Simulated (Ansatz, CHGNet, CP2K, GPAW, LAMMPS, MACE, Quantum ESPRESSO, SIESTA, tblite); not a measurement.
## Glassy 25SiO2-50B2O3-12CaO-12Na2O (mol %) (62 atoms): runs against a plane-wave reference

Density of this cell: 2.40 g/cm³. The cell holds 62 atoms: 4 Si, 16 B, 2 Ca, 4 Na and 36 O. Its edges and angles: a = 8.940 Å, b = 8.940 Å, c = 8.940 Å, α = 90.0°, β = 90.0°, γ = 90.0°. 62 atoms (4 Si, 16 B, 2 Ca, 4 Na, 36 O) placed at random at 2.2 g/cm³, melted at 3000 K for 20 ps at fixed volume with the Buckingham and Coulomb pair potential of Guillot and Sator (Geochim. Cosmochim. Acta 71, 1249 (2007)) with the boron terms of Wang et al. (J. Non-Cryst. Solids 498, 294 (2018)). Quenched from 3000 K to 300 K at 20 K/ps and fixed volume, held 10 ps at zero pressure.

Geometry: as built.

The reference, a calculation:

- method: Kohn-Sham DFT, PBE, PAW, plane waves (Ansatz 0.2.0); cutoff 420 eV, Γ point, fermi-dirac smearing of 0.05 eV; PAW set soft_2
- r.m.s. force component: 1.039 eV/Å
- longest force: 4.031 eV/Å
- pressure: -0.6631 GPa
- gap (highest filled to lowest empty level): 3.77 eV
- SCF cycles: 9
- time: 6.1 s on 4 threads of Arm Neoverse V1, shared host
- CPU time: 22 s

Runs, in no order:
A. SIESTA PBE, TZP, shift 0.01 Ry, mesh 500 Ry: Kohn-Sham DFT, PBE, PseudoDojo 0.4.1 norm-conserving pseudopotentials (converted to PSML), numerical atomic orbitals (TZP), diagonalisation
B. tblite GFN1-xTB: GFN1-xTB tight binding, diagonalisation
C. QE PBE, sssp-1.3.0-efficiency, 60/480 Ry: Kohn-Sham DFT, PBE, SSSP efficiency 1.3.0 pseudopotentials, plane waves
D. CP2K PBE, DZVP-UZH, 1200/50 Ry, diagonalisation: Kohn-Sham DFT, PBE, GTH-PBE pseudopotentials, Gaussian and plane waves, DZVP-MOLOPT (UZH set), diagonalisation

Q: Order them from the smallest to the largest r.m.s. force difference.

C, D, A, B.

| run | Δ force, r.m.s. (meV/Å) | share of r.m.s. force (%) | CPU time |
| --- | --- | --- | --- |
| C. QE PBE, sssp-1.3.0-efficiency, 60/480 Ry | 28.2 | 2.71 | 5.3 min |
| D. CP2K PBE, DZVP-UZH, 1200/50 Ry, diagonalisation | 90.3 | 8.69 | 5.2 min |
| A. SIESTA PBE, TZP, shift 0.01 Ry, mesh 500 Ry | 136 | 13.1 | 5.9 min |
| B. tblite GFN1-xTB | 402 | 38.6 | 3.3 s |

Periodic xTB results under one method name differ between programs and library versions. The network of bonds at the start is that of the classical potential that made the cell, and needn't be the one that DFT or experiment would give. The electronic-structure runs sample only Γ, in a cell whose shortest periodic width is 9 Å.

[Hosts, paths, dates, database ids (printed as entryN), source tags and the programs' standing remarks are cut or masked in the printed files.]
